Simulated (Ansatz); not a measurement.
# Direct or indirect: CsPbCl3 (Pm-3m)

```cif
data_structure
_symmetry_space_group_name_H-M 'P 1'
_symmetry_Int_Tables_number 1
_cell_length_a 5.6050
_cell_length_b 5.6050
_cell_length_c 5.6050
_cell_angle_alpha 90.000
_cell_angle_beta 90.000
_cell_angle_gamma 90.000
_cell_volume 176.09
loop_
_atom_site_label
_atom_site_type_symbol
_atom_site_fract_x
_atom_site_fract_y
_atom_site_fract_z
_atom_site_occupancy
Pb1 Pb 0.50000 0.50000 0.50000 1
Cs1 Cs 0.00000 0.00000 0.00000 1
Cl1 Cl 0.50000 0.00000 0.50000 1
Cl2 Cl 0.00000 0.50000 0.50000 1
Cl3 Cl 0.50000 0.50000 0.00000 1
```

Method: Ansatz, PBEsol, independent particles, without spin-orbit coupling, line width 0.1 eV (Gaussian). The band structure gives a fundamental gap of 1.80 eV. The spectrum of vertical transitions near the edge:

```
E (eV)  Im ε, E ∥ xyz
  1.32           0.00
  1.44           0.00
  1.56           0.00
  1.68           0.01
  1.80           0.15
  1.92           0.45
  2.04           0.67
  2.16           0.82
  2.28           0.97
  2.40           1.11
  2.52           1.26
  2.64           1.43
  2.76           1.63
  2.88           1.87
  3.00           2.18
  3.12           2.68
```

(1) Is the gap direct or indirect, and about where do vertical transitions set in?

Answers

(1) Direct: the band path has its least direct gap at the fundamental one, 1.80 eV, and the curves rise from there. Lines are broadened by 0.1 eV, which spreads the edge.

[Logs are printed without paths, hosts, clocks, repeated set-up lines and the standing remarks that a program may print on its own settings, such as how far it seeks lower states.]
